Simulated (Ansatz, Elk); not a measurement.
## ZrZn3Fe2: X-ray structure factors from the self-consistent density

The structure of ZrZn3Fe2 used here is made up (a known structure type with other elements) and was relaxed beforehand with PBEsol. The aim is the Fourier transform of its all-electron density, F(hkl), set beside the sum over free spherical atoms that refinements use.

Program: Elk 11.2.3 (patched build). Level of theory: DFT, PBE, all-electron APW+lo, Dirac cores, scalar-relativistic bands, static density, ferromagnetic start. Results are calculated unless marked as measured.

This account leaves out most program logs.

The structure was built from a prototype and need not be the compound's stable phase.

### Step 1. Set-up

The structure is hexagonal, space group P6/mmm (No. 191). Conventional cell: a = 4.848 Å, b = 4.848 Å, c = 4.180 Å, α = 90.00°, β = 90.00°, γ = 120.00°. Zr has 6 Fe at 2.80 Å nearest. Zn has 4 Zn at 2.42 Å and 4 Fe at 2.52 Å nearest. Nearest to Fe lie 6 Zn at 2.52 Å and 3 Zr at 2.80 Å and 3 Fe at 2.80 Å. Farther neighbours are not listed.

### Step 2. Ground state and structure factors

An all-electron density is needed, since X-rays see the cores too. Task 0 finds the density and task 195 Fourier-transforms it; tshift is off so that phases refer to the origin typed.

File elk.in:

```
tasks
  0
  195
  196

xctype
  20

spinpol
  .true.

rgkmax
  7.0

gmaxvr
  14.0

lmaxo
  7

lmaxapw
  8

swidth
  0.002

tshift
  .false.

ramdisk
  .false.

hmaxvr
  5.5

maxscl
  120

epspot
  1e-06

reducebf
  0.8

sppath
  './'

avec
  9.16182870405 0.00000000000 0.00000000000
  -4.58091435202 7.93437640283 0.00000000000
  0.00000000000 0.00000000000 7.89839328099

atoms
  3
  'Zr.in'
  1
  -0.0000000000 -0.0000000000 0.0000000000   0.000000 0.000000 0.000000
  'Zn.in'
  3
  0.0000000000 0.5000000000 0.5000000000   0.000000 0.000000 0.000000
  0.5000000000 0.5000000000 0.5000000000   0.000000 0.000000 0.000000
  0.5000000000 -0.0000000000 0.5000000000   0.000000 0.000000 0.000000
  'Fe.in'
  2
  0.6666666667 0.3333333333 0.0000000000   0.000000 0.000000 -0.105000
  0.3333333333 0.6666666667 0.0000000000   0.000000 0.000000 -0.105000

ngridk
  5 5 5
```

Command:

```bash
OMP_NUM_THREADS=4 elk
```

Elapsed: 5.2 min, on 4 threads of Arm Neoverse V1, shared host; peak memory 0.64 GiB.

SFACRHO.OUT:

```text

h k l indices transformed by vhmat matrix:
   1.000000000       0.000000000       0.000000000    
   0.000000000       1.000000000       0.000000000    
   0.000000000       0.000000000       1.000000000    

      h      k      l  multipl.   |H|            Re(F)            Im(F)           |F|

      0      0      0      1   0.0000000       182.00000      0.17040087E-17   182.00000    
     -1      1      0      6  0.79189403      -15.094457     -0.39840426E-14   15.094457    
      0      0      1      2  0.79550170      0.31701816      0.43679456E-13  0.31701816    
     -1      0      1     12   1.1224612       36.875891      0.99601064E-14   36.875891    
      2     -1      0      6   1.3716007       46.548407     -0.59136887E-14   46.548407    
     -2      2      0      6   1.5837881       78.930699      0.35856383E-13   78.930699    
     -2      1     -1     12   1.5855950       89.359897     -0.16632225E-13   89.359897    
      0      0     -2      2   1.5910034       134.74437      0.76617242E-13   134.74437    
      2      0      1     12   1.7723452      -54.249285      0.11553723E-12   54.249285    
      1      0     -2     12   1.7771854      -10.798186      0.21912234E-13   10.798186    
      1     -3      0     12   2.0951547      -9.6309876     -0.19920213E-13   9.6309876    
     -2      1      2     12   2.1006143       38.849766      0.75521092E-14   38.849766    
     -3      2     -1     24   2.2410926       29.530680      0.79680851E-14   29.530680    
      2     -2     -2     12   2.2449224       68.070963      0.99601064E-14   68.070963    
      3     -3      0      6   2.3756821       36.356570      0.38397961E-13   36.356570    
      0      0     -3      2   2.3865051     -0.84257259     -0.20626397E-13  0.84257259    
     -3      0      1     12   2.5053320       71.310917      0.11102017E-13   71.310917    
     -1      1     -3     12   2.5144587       27.955720      0.59760638E-14   27.955720
```

Elk indexes on the primitive cell of elk.in and gives |H| = 4π sin θ/λ in inverse bohr. Below, one row stands for each form hkl of the conventional cell (m members, Friedel mates merged), F is for one primitive cell and the density is static (no thermal factor). Free-atom factors are Waasmaier and Kirfel's, and R is Σm||F|−|F'||/Σm|F|.

| hkl | m | sin θ/λ (Å⁻¹) | abs F, DFT | neutral atoms | diff. |
| --- | --- | --- | --- | --- | --- |
| 100 | 6 | 0.119 | 15.095 | 14.894 | +0.201 |
| 001 | 2 | 0.120 | 0.317 | 0.506 | -0.189 |
| 101 | 12 | 0.169 | 36.876 | 37.093 | -0.217 |
| 110 | 6 | 0.206 | 46.548 | 46.702 | -0.154 |
| 200 | 6 | 0.238 | 78.931 | 79.647 | -0.716 |
| 111 | 12 | 0.238 | 89.360 | 90.053 | -0.693 |
| 002 | 2 | 0.239 | 134.744 | 135.672 | -0.928 |
| 201 | 12 | 0.267 | 54.249 | 55.051 | -0.802 |
| 102 | 12 | 0.267 | 10.798 | 11.229 | -0.431 |
| 210 | 12 | 0.315 | 9.631 | 9.963 | -0.332 |
| 112 | 12 | 0.316 | 38.850 | 38.803 | +0.047 |
| 211 | 24 | 0.337 | 29.531 | 29.550 | -0.019 |
| 202 | 12 | 0.338 | 68.071 | 68.409 | -0.338 |
| 300 | 6 | 0.357 | 36.357 | 36.230 | +0.127 |
| 003 | 2 | 0.359 | 0.843 | 1.329 | -0.487 |
| 301 | 12 | 0.377 | 71.311 | 71.410 | -0.100 |
| 103 | 12 | 0.378 | 27.956 | 27.952 | +0.003 |
| 212 | 24 | 0.396 | 7.638 | 7.788 | -0.150 |
| 220 | 6 | 0.412 | 101.233 | 101.325 | -0.092 |
| 113 | 12 | 0.414 | 67.109 | 67.114 | -0.005 |
| 310 | 12 | 0.429 | 6.826 | 6.897 | -0.071 |
| 221 | 12 | 0.429 | 0.508 | 0.648 | -0.140 |

### Step 3. The magnetisation density

The same run holds the spin density, and task 196 transforms it. The order is that of the start, and no other was tried.

SFACMAG_1.OUT:

```text

h k l indices transformed by vhmat matrix:
   1.000000000       0.000000000       0.000000000    
   0.000000000       1.000000000       0.000000000    
   0.000000000       0.000000000       1.000000000    

      h      k      l  multipl.   |H|            Re(F)            Im(F)           |F|

      0      0      0      1   0.0000000       4.1583983      0.22237302E-17   4.1583983    
     -1      1      0      6  0.79189403      -1.8600416      -0.0000000       1.8600416    
      0      0      1      2  0.79550170       3.6017026      0.12742952E-16   3.6017026    
     -1      0      1     12   1.1224612      -1.7609493     -0.49800532E-15   1.7609493    
      2     -1      0      6   1.3716007       3.0625780     -0.17495227E-16   3.0625780    
     -2      2      0      6   1.5837881      -1.2713308     -0.12450133E-15   1.2713308    
     -2      1     -1     12   1.5855950       2.6374583      0.80586691E-17   2.6374583    
      0      0     -2      2   1.5910034       2.5932454      0.52588707E-16   2.5932454    
      2      0      1     12   1.7723452      -1.2612603      0.24900266E-15   1.2612603    
      1      0     -2     12   1.7771854      -1.1742225      0.24900266E-15   1.1742225    
      1     -3      0     12   2.0951547     -0.87134566     -0.62250665E-15  0.87134566    
     -2      1      2     12   2.1006143       1.8012868      0.14461934E-16   1.8012868    
     -3      2     -1     24   2.2410926     -0.78644153      0.12450133E-15  0.78644153    
      2     -2     -2     12   2.2449224     -0.82596319      0.24900266E-15  0.82596319    
      3     -3      0      6   2.3756821       1.4603033      0.13447116E-14   1.4603033    
      0      0     -3      2   2.3865051       1.3814415     -0.44087577E-17   1.3814415
```

The total moment is 4.16 μB a cell; sphere moments: Zr1 -0.07, Zn2 -0.02, Zn3 -0.02, Zn4 -0.02, Fe5 +2.14, Fe6 +2.14 μB. Polarised neutrons measure spin and orbital magnetisation together; without spin-orbit coupling the run gives the spin part:

| hkl | sin θ/λ (Å⁻¹) | abs F_M (μB) |
| --- | --- | --- |
| 100 | 0.119 | 1.860 |
| 001 | 0.120 | 3.602 |
| 101 | 0.169 | 1.761 |
| 110 | 0.206 | 3.063 |
| 200 | 0.238 | 1.271 |
| 111 | 0.238 | 2.638 |
| 002 | 0.239 | 2.593 |
| 201 | 0.267 | 1.261 |
| 102 | 0.267 | 1.174 |
| 210 | 0.315 | 0.871 |
| 112 | 0.316 | 1.801 |
| 211 | 0.337 | 0.786 |
| 202 | 0.338 | 0.826 |
| 300 | 0.357 | 1.460 |

### Step 4. The highest occupied states alone

An energy window below the Fermi level keeps the highest occupied states, to see at which angles they scatter; shallow core shells can lie inside it and anion s states outside. No new self-consistency is needed.

elk.in: that of step 2 with these lines changed.

```diff
@@ -1,5 +1,3 @@
 tasks
-  0
   195
-  196
 
@@ -44,2 +42,5 @@
 
+wsfac
+  -0.064500 0.602990
+
 sppath
```

Command:

```bash
OMP_NUM_THREADS=4 elk
```

Wall time 15 s (4 threads); peak memory 0.33 GiB; 24 s of CPU time.

States within 10 eV below the Fermi level hold 56.00 electrons; any levels below the window count with the cores. Their amplitudes can exceed the total, where window and core parts have opposite phase:

| hkl | sin θ/λ (Å⁻¹) | abs F, window | abs F, all |
| --- | --- | --- | --- |
| 100 | 0.119 | 14.305 | 15.095 |
| 001 | 0.120 | 15.699 | 0.317 |
| 101 | 0.169 | 4.248 | 36.876 |
| 110 | 0.206 | 0.425 | 46.548 |
| 200 | 0.238 | 16.555 | 78.931 |
| 111 | 0.238 | 13.061 | 89.360 |
| 002 | 0.239 | 26.351 | 134.744 |
| 201 | 0.267 | 20.662 | 54.249 |
| 102 | 0.267 | 8.581 | 10.798 |
| 210 | 0.315 | 7.263 | 9.631 |

### Step 5. Another functional

The difference from free atoms is small, so it is set against the change that LDA (Perdew-Wang) makes.

elk.in: that of step 4 with these lines changed.

```diff
@@ -1,6 +1,8 @@
 tasks
+  0
   195
+  196
 
 xctype
-  20
+  3
 
@@ -42,5 +44,2 @@
 
-wsfac
-  -0.064500 0.602990
-
 sppath
```

Command:

```bash
OMP_NUM_THREADS=4 elk
```

Wall time 2.6 min (4 threads); peak memory 0.47 GiB; 9.3 min of CPU time.

Against the first run R = 0.06 %; the largest change is -0.084 at 220. The moment goes from 4.16 to 3.67 μB.

### Step 6. Basis size

The basis and the expansions that go with it are enlarged, to see whether the differences are converged.

elk.in: that of step 5 with these lines changed.

```diff
@@ -6,3 +6,3 @@
 xctype
-  3
+  20
 
@@ -12,12 +12,12 @@
 rgkmax
-  7.0
+  8.5
 
 gmaxvr
-  14.0
+  18.0
 
 lmaxo
-  7
+  9
 
 lmaxapw
-  8
+  10
```

Command:

```bash
OMP_NUM_THREADS=4 elk
```

Run time: 9.7 min. Hardware: 4 threads; peak memory 0.87 GiB; 34 min of CPU time.

Against the first run R = 0.01 %; the largest change is -0.022 at 220. The moment goes from 4.16 to 4.13 μB.

### Step 7. Settings against the effect

| run | R against the first run (%) | R against neutral atoms, low angle (%) | wall time |
| --- | --- | --- | --- |
| PBE, rgkmax 7 | 0.00 | 1.01 | 5.2 min |
| LDA (Perdew-Wang) | 0.06 | 1.03 | 2.6 min |
| rgkmax 8.5 with larger expansions | 0.01 | 1.00 | 9.7 min |

### Step 8. Outcome

```yaml
r_against_neutral_atoms_sin_theta_lambda_0p3_a_minus1: 1.01 %
r_against_neutral_atoms_0p3_to_0p83_a_minus1: 0.28 %
```

**Reading.** Independent neutral atoms miss the calculated amplitudes by R = 1.01 % below 0.3 Å⁻¹ and 0.28 % from there to 0.83 Å⁻¹; by shells, 1.74 % below 0.15 Å⁻¹ (2 forms), 0.99 % 0.15 to 0.3 (7 forms), 0.32 % 0.3 to 0.45 (16 forms), 0.28 % above 0.45 (82 forms). Bonding, aspherical density and the tables' own atoms all enter these figures, and the runs don't part them. The largest change of an amplitude is -0.93 electrons, at 002. R counts amplitudes alone; phases shift too. Weak lines can change much in proportion: 001 goes from 0.51 to 0.32. The magnetic order is that of the start. No other order was tried here, and an antiferromagnetic one would change or move the magnetic intensity. The window's part falls from 56.0 electrons at the origin to at most 10.54 between 0.45 and 0.83 Å⁻¹, where compact states inside the window still scatter. Below 0.3 Å⁻¹ the changes that finished (LDA (Perdew-Wang) and rgkmax 8.5 with larger expansions) move F by R = 0.03 % at most, against the 1.01 % that separates it from free atoms. The magnetic factors move by R = 10.3 % (LDA (Perdew-Wang)) and 0.2 % (rgkmax 8.5 with larger expansions), so they aren't settled to better than that. The k-mesh has no finished test. Part of the difference isn't bonding: the tables are fits to free atoms and ions calculated by other methods than this functional. Thermal motion, anomalous dispersion and extinction are left out.

[Logs are printed without paths, hosts, clocks, repeated set-up lines and the standing remarks that a program may print on its own settings, such as how far it seeks lower states.]

[Hosts, paths, dates, database ids (printed as entryN), source tags and the programs' standing remarks are cut or masked in the printed files.]
